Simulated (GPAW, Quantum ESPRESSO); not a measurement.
# B K ELNES/XANES of BAs (F-43m) from DFT, part 2 of 4

Do two independent programs agree on the B K edge of BAs (F-43m)? The same cell and functional are run with XSpectra and with GPAW.

Quantum ESPRESSO 7.5 and GPAW 26.7.0; core-hole supercells, plane-wave PAW PBE.

So far. Step 2 (Ground state of the crystal (Quantum ESPRESSO)): The mesh shows a gap of 1.17 eV, so the hole is first treated in a charged cell, without the excited electron. Step 3 (Spectrum without a core hole, B atom 2 (Quantum …): Main maxima below 24 eV (height): 2.8 eV (1.24), 4.8 eV (1.46), 6.2 eV (1.56), 8.1 eV (1.44), 9.2 eV (1.52), 11.0 eV (1.81) and 15.4 eV (1.33). A K edge sees empty p states on the absorber.

### Step 6. The atom with a core hole (Quantum ESPRESSO)

Level of this step: all-electron atom with a core hole and its PAW potential, PBE, scalar-relativistic (Quantum ESPRESSO).

The frozen core must hold the hole, so the absorber gets a data set of its own.

The input, B.pbe-n-kjpaw-1sch.ld1.in:

```
&input
   title='B', zed=5., rel=1, iswitch=3, dft='PBE',
   config='1s1 2s2 2p1'
/
&inputp
   file_pseudopw='B.pbe-n-kjpaw-1sch.UPF', author='',
   lpaw=.true.,
   pseudotype=3,
   lloc=-1,
   rcloc=1.2,
   which_augfun='PSQ',
   rmatch_augfun_nc=.true.,
   nlcc=.true.,
   new_core_ps=.true.,
   rcore=0.9,
   tm=.true.,
   zval=4,
   lgipaw_reconstruction=.true., use_paw_as_gipaw=.true.
/
4
2S  1  0  2.00  0.00  1.00  1.20  0.0
2S  1  0  0.00  3.00  1.00  1.20  0.0
2P  2  1  1.00  0.00  1.00  1.40  0.0
2P  2  1  0.00  1.50  1.00  1.40  0.0
```

On the command line:

```console
> ld1.x < B.pbe-n-kjpaw-1sch.ld1.in > B.pbe-n-kjpaw-1sch.ld1.out
```

The log of the run:

```text
     [... banner and references ...]
PAW data will be used for GIPAW calculation
     --------------------------- All-electron run ----------------------------

     B
     scalar relativistic calculation

     atomic number is  5.00
     dft =PBE   lsd =0 sic =0 latt =0  beta=0.20 tr2=1.0E-14
     Exchange-correlation= PBE
                           (   1   4   3   4   0   0   0)
     mesh =1059 r(mesh) = 101.04461 a.u. xmin = -7.00 dx = 0.01250
     1 Ry =  13.60569312 eV, c = 137.03599908

     n l     nl                  e(Ry)          e(Ha)          e(eV)
     1 0     1S 1( 1.00)       -17.2398        -8.6199      -234.5589
     2 0     2S 1( 2.00)        -1.7450        -0.8725       -23.7422
     2 1     2P 1( 1.00)        -1.2992        -0.6496       -17.6766

     final scf error:  9.9E-15 reached in  22 iterations

     Etot =     -33.986705 Ry,     -16.993352 Ha,    -462.412672 eV

     Ekin =      33.847929 Ry,      16.923964 Ha,     460.524532 eV
     Encl =     -76.249618 Ry,     -38.124809 Ha,   -1037.428905 eV
     Eh   =      13.307689 Ry,       6.653844 Ha,     181.060327 eV
     Exc  =      -4.892704 Ry,      -2.446352 Ha,     -66.568626 eV

     normalization and overlap integrals

     s(1S/1S) =  1.000000  <r> =   0.3092  <r2> =    0.1288  r(max) =   0.2025
     s(1S/2S) = -0.000101
     s(2S/2S) =  1.000000  <r> =   1.5671  <r2> =    2.9165  r(max) =   1.2720
     s(2P/2P) =  1.000000  <r> =   1.4985  <r2> =    2.7995  r(max) =   1.1225

     ------------------------ End of All-electron run ------------------------

     --------------------- Generating PAW atomic setup --------------------

      Generating local potential from pseudized AE potential:
      Matching radius rcloc =   1.2000

[...]
(   1   4   3   4   0   0   0)
     mesh =1059 r(mesh) = 101.04461 a.u. xmin = -7.00 dx = 0.01250
     1 Ry =  13.60569312 eV, c = 137.03599908

     n l     nl                  e(Ry)          e(Ha)          e(eV)
[...]
final scf error:  9.9E-15 reached in  22 iterations

     Etot =     -33.986705 Ry,     -16.993352 Ha,    -462.412672 eV

     Ekin =      33.847929 Ry,      16.923964 Ha,     460.524532 eV
     Encl =     -76.249618 Ry,     -38.124809 Ha,   -1037.428905 eV
     Eh   =      13.307689 Ry,       6.653844 Ha,     181.060327 eV
     Exc  =      -4.892704 Ry,      -2.446352 Ha,     -66.568626 eV

     normalization and overlap integrals

     s(1S/1S) =  1.000000  <r> =   0.3092  <r2> =    0.1288  r(max) =   0.2025
     s(1S/2S) = -0.000101
     s(2S/2S) =  1.000000  <r> =   1.5671  <r2> =    2.9165  r(max) =   1.2720
     s(2P/2P) =  1.000000  <r> =   1.4985  <r2> =    2.7995  r(max) =   1.1225

     ------------------------ End of All-electron run ------------------------

     ---------------------- Testing the pseudopotential ----------------------

     B
     scalar relativistic calculation

     atomic number is  5.00   valence charge is  4.00
     dft = SLA  PW   PBX  PBC   lsd =0 sic =0 latt =0  beta=0.20 tr2=1.0E-14
     mesh =1059 r(mesh) = 101.04461 xmin = -7.00 dx = 0.01250

     n l     nl             e AE (Ry)        e PS (Ry)    De AE-PS (Ry)
     1 0     2S   1( 2.00)       -1.74502       -1.74503        0.00001
     2 1     2P   1( 1.00)       -1.29921       -1.29921        0.00001

     eps = 5.7E-15  iter =  3

     Etot =     -33.986705 Ry,     -16.993352 Ha,    -462.412672 eV
     Etotps =   -12.040305 Ry,      -6.020152 Ha,    -163.816689 eV

     Ekin =       9.819446 Ry,       4.909723 Ha,     133.600368 eV
     Encl =     -22.258225 Ry,     -11.129113 Ha,    -302.838585 eV
     Ehrt =       5.291177 Ry,       2.645588 Ha,      71.990126 eV
     Ecxc =      -4.892702 Ry,      -2.446351 Ha,     -66.568599 eV
     (Ecc =      -0.191856 Ry,      -0.095928 Ha,      -2.610328 eV)

     ---------------------- End of pseudopotential test ----------------------
```

It took 0.86 s on 1 MPI rank of AMD EPYC 9R14 (Zen 4), shared host; peak memory 0.12 GiB.

### Step 7. Supercell with FCH, B atom 2 (Quantum ESPRESSO)

The holes are 6.8 Å apart. The excited electron is left out and a uniform background balances the charge.

The input, scf.in:

```
&control
   calculation='scf', prefix='x', pseudo_dir='../pp', outdir='tmp', tprnfor=.true.
/
&system
   ibrav=0, nat=16, ntyp=3, nbnd=36
   ecutwfc=56, ecutrho=360
   occupations='fixed'
   tot_charge=1
/
&electrons
   conv_thr=1.6e-07, electron_maxstep=120
   mixing_beta=0.5
/
ATOMIC_SPECIES
As 1.0 As.pbe-n-kjpaw.UPF
B0 1.0 B.pbe-n-kjpaw-1sch.UPF
B 1.0 B.pbe-n-kjpaw.UPF
CELL_PARAMETERS angstrom
  0.00000000 4.77700000 4.77700000
  4.77700000 0.00000000 4.77700000
  4.77700000 4.77700000 0.00000000
ATOMIC_POSITIONS crystal
As   0.37500000 0.37500000 0.37500000
As   0.37500000 0.37500000 0.87500000
As   0.37500000 0.87500000 0.37500000
As   0.87500000 0.37500000 0.37500000
As   0.37500000 0.87500000 0.87500000
As   0.87500000 0.37500000 0.87500000
As   0.87500000 0.87500000 0.37500000
As   0.87500000 0.87500000 0.87500000
B0   0.00000000 0.00000000 0.00000000
B    0.00000000 0.00000000 0.50000000
B    0.00000000 0.50000000 0.00000000
B    0.50000000 0.00000000 0.00000000
B    0.00000000 0.50000000 0.50000000
B    0.50000000 0.00000000 0.50000000
B    0.50000000 0.50000000 0.00000000
B    0.50000000 0.50000000 0.50000000
K_POINTS automatic
3 3 3 0 0 0
```

On the command line:

```console
> OMP_NUM_THREADS=1 mpirun --oversubscribe --bind-to none -np 4 pw.x -nk 4 -in scf.in > scf.out
```

The log of the run:

```text
     [... banner and references ...]
[banner, memory and clock lines left out]
using ibrav=0 with symmetry is DISCOURAGED, use correct ibrav instead

     G-vector sticks info

     bravais-lattice index     =            0
     lattice parameter (alat)  =      12.7664  a.u.
     unit-cell volume          =    1471.2698 (a.u.)^3
     number of atoms/cell      =           16
     number of atomic types    =            3
     number of electrons       =        64.00
     number of Kohn-Sham states=           36
     kinetic-energy cutoff     =      56.0000  Ry
     charge density cutoff     =     360.0000  Ry
     scf convergence threshold =      1.6E-07
     mixing beta               =       0.5000
     number of iterations used =            8  plain     mixing
     Exchange-correlation= SLA  PW   PBX  PBC
                           (   1   4   3   4   0   0   0)

     celldm(1)=  12.766419  celldm(2)=   0.000000  celldm(3)=   0.000000
     celldm(4)=   0.000000  celldm(5)=   0.000000  celldm(6)=   0.000000

     crystal axes: (cart. coord. in units of alat)
               a(1) = (   0.000000   0.707107   0.707107 )
               a(2) = (   0.707107   0.000000   0.707107 )
               a(3) = (   0.707107   0.707107   0.000000 )

     reciprocal axes: (cart. coord. in units 2 pi/alat)
               b(1) = ( -0.707107  0.707107  0.707107 )
               b(2) = (  0.707107 -0.707107  0.707107 )
               b(3) = (  0.707107  0.707107 -0.707107 )

     PseudoPot. #1 for As:     Pseudo is Projector augmented-wave + core cor, Zval =  5.0

     ../pp/B.pbe-n-kjpaw-1sch.UPF
     Pseudo is Projector augmented-wave + core cor, Zval =  4.0
     Shape of augmentation charge: PSQ
[...]
total energy              =   -1502.29706454 Ry
     estimated scf accuracy    <       0.00000022 Ry

     iteration # 12     ecut=    56.00 Ry     beta= 0.50
     Davidson diagonalization with overlap
     ethr =  3.38E-10,  avg # of iterations =  3.5

     negative rho (up, down):  5.128E-03 0.000E+00

     End of self-consistent calculation

          k = 0.0000 0.0000 0.0000 ( 10417 PWs)   bands (ev):

    -6.9019  -4.2069  -3.9459  -3.9459  -3.9459  -2.5344  -2.5344  -2.5344
    -1.3274  -0.1313  -0.1313  -0.1313   0.2148   0.2148   0.3547   4.0413
     4.0413   4.0413   4.6603   4.6603   4.6603   6.3376   6.3376   6.3376
     6.9173   6.9173   6.9269   6.9269   6.9269   8.5759   8.5759   8.5759
     9.0883  10.0525  10.0525  10.0526

     [... bands of 3 further k-points ...]

     highest occupied, lowest unoccupied level (ev):     8.5759    9.0883

!    total energy              =   -1502.29706458 Ry
     total all-electron energy =    -36559.657770 Ry
     estimated scf accuracy    <       0.00000014 Ry

     The total energy is the sum of the following terms:
     one-electron contribution =      53.29997439 Ry
     hartree contribution      =      11.21261859 Ry
     xc contribution           =    -115.61362439 Ry
     ewald contribution        =    -163.65700652 Ry
     one-center paw contrib.   =   -1287.53902665 Ry

     convergence has been achieved in  12 iterations

     negative rho (up, down):  5.128E-03 0.000E+00

     Forces acting on atoms (cartesian axes, Ry/au):

     atom    1 type  1   force =     0.00470918    0.00470918    0.00470918
     atom    2 type  1   force =    -0.00470918   -0.00470918    0.00470918
     atom    3 type  1   force =    -0.00470918    0.00470918   -0.00470918
[...]
atom   15 type  3   force =     0.00000000   -0.00000000   -0.02260307
     atom   16 type  3   force =    -0.00000000    0.00000000    0.00000000

     Total force =     0.059043     Total SCF correction =     0.000546

     XML data file, charge density, pseudopotentials, collected wavefunctions
```

The job ended after 14 s (4 MPI ranks; peak memory 0.23 GiB).

Energy with the hole: -497419.484 eV, cores included.

### Step 8. Spectrum with FCH, B atom 2 (Quantum ESPRESSO)

The Lanczos recursion gives the spectrum without computing empty bands; each polarisation needs a run of its own on the full k mesh. xe0 is set between filled and empty states, and states below it are cut. The file of filecore holds the core orbital, taken from the hole-free data set.

The input, xspectra.in:

```
&input_xspectra
   calculation='xanes_dipole', edge='K'
   prefix='x', outdir='tmp', xiabs=2, xe0=8.8321
   xonly_plot=.false., x_save_file='xanes.sav'
   xniter=3000, xcheck_conv=20, xerror=0.005
   xcoordcrys=.false., xepsilon(1)=1, xepsilon(2)=0, xepsilon(3)=0
/
&plot
   xnepoint=413, xemin=-10, xemax=45, terminator=.true., cut_occ_states=.true.
   xgamma=0.4
/
&pseudos
   filecore='../B.wfc'
/
&cut_occ
   cut_desmooth=0.1, cut_stepl=0.05, cut_stepu=0.05, cut_ierror=1e-5
/
4 4 4 0 0 0
```

On the command line:

```console
> OMP_NUM_THREADS=1 mpirun --oversubscribe --bind-to none -np 4 xspectra.x -nk 4 -in xspectra.in > xspectra.out
```

The log of the run:

```text
     [... banner and references ...]
Reading input_file

     calculation: xanes_dipole

     xepsilon  [cartesian coordinates]:   1.000000   0.000000   0.000000

     xonly_plot: FALSE
        => complete calculation: Lanczos + spectrum plot

     filecore (core-wavefunction file): ../B.wfc

     main plot parameters:
        cut_occ_states: TRUE
        gamma_mode:  constant
        -> using xgamma [eV]:  0.40
        xemin [eV]: -10.00
        xemax [eV]:  45.00
        xnepoint:  413
        xe0 [eV]:   8.832100 (energy zero read in input file)

     WARNING: variable ef_r is obsolete

                      Reading SCF save directory: x.save

     tmp/x.save/

     Exchange-correlation= PBE
                           (   1   4   3   4   0   0   0)

     G-vector sticks info

     negative rho (up, down):  5.128E-03 0.000E+00

                           Getting the Fermi energy

     From SCF save directory:
        ehomo [eV]:    8.5759 (highest occupied level)
        elumo [eV]:    9.0883 (lowest occupied level)
        ef    [eV]:    8.5759

     -> ef (in eV) will be written in x_save_file

                           Energy zero of the spectrum

     -> ef will NOT be used as energy zero of the spectrum
       (because xe0 read in input file)

     G-vector sticks info

     bravais-lattice index     =            0
     lattice parameter (alat)  =      12.7664  a.u.
     unit-cell volume          =    1471.2698 (a.u.)^3
     number of atoms/cell      =           16
     number of atomic types    =            3
     number of electrons       =        64.00
     number of Kohn-Sham states=           36
     kinetic-energy cutoff     =      56.0000  Ry
     charge density cutoff     =     360.0000  Ry
     Exchange-correlation= PBE
                           (   1   4   3   4   0   0   0)

     celldm(1)=  12.766419  celldm(2)=   0.000000  celldm(3)=   0.000000
     celldm(4)=   0.000000  celldm(5)=   0.000000  celldm(6)=   0.000000

     crystal axes: (cart. coord. in units of alat)
               a(1) = (   0.000000   0.707107   0.707107 )
               a(2) = (   0.707107   0.000000   0.707107 )
               a(3) = (   0.707107   0.707107   0.000000 )

     reciprocal axes: (cart. coord. in units 2 pi/alat)
               b(1) = ( -0.707107  0.707107  0.707107 )
               b(2) = (  0.707107 -0.707107  0.707107 )
               b(3) = (  0.707107  0.707107 -0.707107 )

     PseudoPot. #1 for As:     Pseudo is Projector augmented-wave + core cor, Zval =  5.0

     ../pp/B.pbe-n-kjpaw-1sch.UPF
     Pseudo is Projector augmented-wave + core cor, Zval =  4.0
     Shape of augmentation charge: PSQ
     Using radial grid of 1059 points,  4 beta functions with:
                l(1) =   0
                l(2) =   0
                l(3) =   1
                l(4) =   1
     Q(r) pseudized with 0 coefficients

     ../pp/B.pbe-n-kjpaw.UPF
     Pseudo is Projector augmented-wave + core cor, Zval =  3.0
     Shape of augmentation charge: PSQ
     Using radial grid of 1059 points,  4 beta functions with:
                l(1) =   0
                l(2) =   0
                l(3) =   1
                l(4) =   1
     Q(r) pseudized with 0 coefficients

     atomic species   valence    mass     pseudopotential
     As                5.00     1.00000     As( 1.00)
     B0                4.00     1.00000     B ( 1.00)
     B                 3.00     1.00000     B ( 1.00)

     24 Sym. Ops. (no inversion) found

   Cartesian axes

     site n.     atom                  positions (alat units)
         1        As     tau(   1) = (   0.5303301   0.5303301   0.5303301  )
         2        As     tau(   2) = (   0.8838835   0.8838835   0.5303301  )
         3        As     tau(   3) = (   0.8838835   0.5303301   0.8838835  )
         4        As     tau(   4) = (   0.5303301   0.8838835   0.8838835  )
         5        As     tau(   5) = (   1.2374369   0.8838835   0.8838835  )
         6        As     tau(   6) = (   0.8838835   1.2374369   0.8838835  )
[...]
k(    3) = (   0.3535534   0.3535534  -0.3535534), wk =   0.0312500
        k(    4) = (   0.5303301   0.5303301  -0.5303301), wk =   0.0312500
        k(    5) = (   0.1767767  -0.1767767   0.1767767), wk =   0.0312500
[...]
k(   62) = (   0.1767767   0.1767767   0.8838835), wk =   0.0312500
        k(   63) = (   0.3535534   0.3535534   0.7071068), wk =   0.0312500
        k(   64) = (   0.5303301   0.5303301   0.5303301), wk =   0.0312500

     Dense  grid:   169767 G-vectors     FFT dimensions: (  80,  80,  80)

     Smooth grid:    83323 G-vectors     FFT dimensions: (  64,  64,  64)

     The potential is recalculated from file :
     tmp/x.save/charge-density

     negative rho (up, down):  5.128E-03 0.000E+00
     Starting wfcs are   64 atomic wfcs
     Checking if some PAW data can be deallocated...

               Reading core wavefunction file for the absorbing atom

     ../B.wfc successfully read

                              Attributing the PAW radii
                     for the absorbing atom [units: Bohr radius]

        PAW proj 1: r_paw(l= 0)= 1.80  (1.5*r_cut)
        PAW proj 2: r_paw(l= 0)= 1.80  (1.5*r_cut)
        PAW proj 3: r_paw(l= 1)= 2.10  (1.5*r_cut)
        PAW proj 4: r_paw(l= 1)= 2.10  (1.5*r_cut)

        NB: The calculation will not necessary use all these r_paw values.
            - For a edge in the electric-dipole approximation,
              only the r_paw(l=1) values are used.
            - For a K edge in the electric-quadrupole approximation,
              only the r_paw(l=2) values are used.

            - For a L2 or L3 edge in the electric-quadrupole approximation,

              all projectors (s, p and d) are used.

                          Starting XANES calculation
                     in the electric dipole approximation

     Method of calculation based on the Lanczos recursion algorithm
        - STEP 1: Construction of a kpoint-dependent Lanczos basis,
          in which the Hamiltonian is tridiagonal (each 'iter'
          corresponds to the calculation of one more Lanczos vector)
        - STEP 2: Calculation of the cross-section as a continued fraction
          averaged over the k-points.

     ... Begin STEP 1 ...

        Radial transition matrix element(s) used in the calculation of the
        initial vector of the Lanczos basis (|tilde{phi}_abs> normalized)
        | For PAW proj. (l=1) #1: radial matrix element =   0.293845546
        | For PAW proj. (l=1) #2: radial matrix element =   0.367512525

NB: the    16 k-point are not all listed below because npool=  4
        |-------------------------------------------------------------
        ! k-point #     1:  ( 0.0000,  0.0000,  0.0000),  0.0312,   1
        |-------------------------------------------------------------
 okvan= T
        |   Norm of the initial Lanczos vector: 0.20704825E+00
        |   Estimated error at iter     20:   1.00500714
        |   Estimated error at iter     40:   0.46386456
        |   Estimated error at iter     60:   0.27369200
        |   Estimated error at iter     80:   0.23738209
        |   Estimated error at iter    100:   0.23666942
[...]
!   => CONVERGED at iter    200 with error=  0.00471442
        |-------------------------------------------------------------
        ! k-point #     2:  ( 0.1768,  0.1768, -0.1768),  0.0312,   1
        |-------------------------------------------------------------
 okvan= T
        |   Norm of the initial Lanczos vector: 0.20704895E+00
[...]
!   => CONVERGED at iter    440 with error=  0.00258177
        |-------------------------------------------------------------
     [... 13 further k-points ...]
        ! k-point #    16:  ( 1.0607, -0.0000,  0.0000),  0.0312,   1
        |-------------------------------------------------------------
 okvan= T
        |   Norm of the initial Lanczos vector: 0.20704910E+00
[...]
|   Estimated error at iter    300:   0.00576355
        |   Estimated error at iter    320:   0.01451387
        |   Estimated error at iter    340:   0.00558183
        !   => CONVERGED at iter    360 with error=  0.00304886

     Results of STEP 1 successfully written in x_save_file
     x_save_file name:
     ->  xanes.sav
     x_save_file version:  2

     ... End STEP 1 ...

     ... Begin STEP 2 ...

     The spectrum is calculated using the following parameters:
        xe0 [eV]:    8.8321
        the occupied states are elimintate from the spectrum
        xemin [eV]: -10.00
        xemax [eV]:  45.00
        xnepoint:  413
        constant broadening parameter [eV]:    0.400
        Core level energy [eV]:  -188.0
         (from electron binding energy of neutral atoms in X-ray data booklet)

     Cross-section successfully written in xanes.dat

     ... End STEP 2 ...

                                END JOB XSpectra
```

Run time: 53 s. Hardware: 4 MPI ranks; peak memory 0.17 GiB; 3.5 min of CPU time.

The B K spectrum, B atom 2, full core hole (charged cell) (energy from the lowest empty level; intensity scaled to a mean of 1 over the first 20 eV; the points at xe0, where the cut of filled states can leave a spike, are interpolated):

```
E (eV)  intensity
 -2.00       0.08
 -1.25       0.12
 -0.50       0.24
  0.25       0.65
  1.00       1.62
  1.75       1.36
  2.50       1.67
  3.25       1.73
  4.00       2.38
  4.75       1.85
  5.50       1.11
  6.25       1.12
  7.00       1.09
  7.75       1.50
  8.50       1.06
  9.25       0.84
 10.00       1.01
 10.75       1.04
 11.50       0.94
 12.25       0.46
 13.00       0.47
 13.75       0.61
 14.50       0.94
 15.25       0.85
 16.00       0.54
 16.75       0.35
 17.50       0.31
 18.25       0.36
 19.00       0.51
 19.75       0.49
 20.50       0.49
 21.25       0.74
 22.00       0.86
 22.75       0.83
 23.50       0.74
 24.25       0.67
 25.00       0.58
 25.75       0.58
 26.50       0.73
 27.25       0.87
 28.00       0.75
 28.75       0.55
 29.50       0.51
 30.25       0.61
 31.00       0.70
 31.75       0.58
```

Main maxima below 24 eV (height): 1.0 eV (1.63), 2.8 eV (1.78), 4.2 eV (2.48), 8.0 eV (1.66), 10.4 eV (1.08) and 11.2 eV (1.10). 

The hole costs E(hole) − E(ground) = 185.14 eV, and the lowest empty level of the hole cell lies at 9.09 eV, which puts the zero at 194.23 eV. One term is added: -5.59 eV, since the hole is spin-paired here and a spin-polarised one costs that much less in the free atom (computed apart). The photon energy is then 188.64 eV. The functional and the charged cell's background leave an error of a few eV in such absolute values.

(Continued in part 3 of 4.)

[Banner, clock and machine lines of the logs are left out without a mark of their own.]

[Logs are printed without paths, hosts, clocks, repeated set-up lines and the standing remarks that a program may print on its own settings, such as how far it seeks lower states.]

[Hosts, paths, dates, database ids (printed as entryN), source tags and the programs' standing remarks are cut or masked in the printed files.]

[Lists of maxima count a maximum above −3 eV only where it reaches 4 % of the highest in the window and stands out from its surroundings by 2 % of it (1.5 % where it reaches 55 %); shoulders and weaker maxima are passed over, and of the rest the first, up to two pre-edge ones and the few strongest are named.]
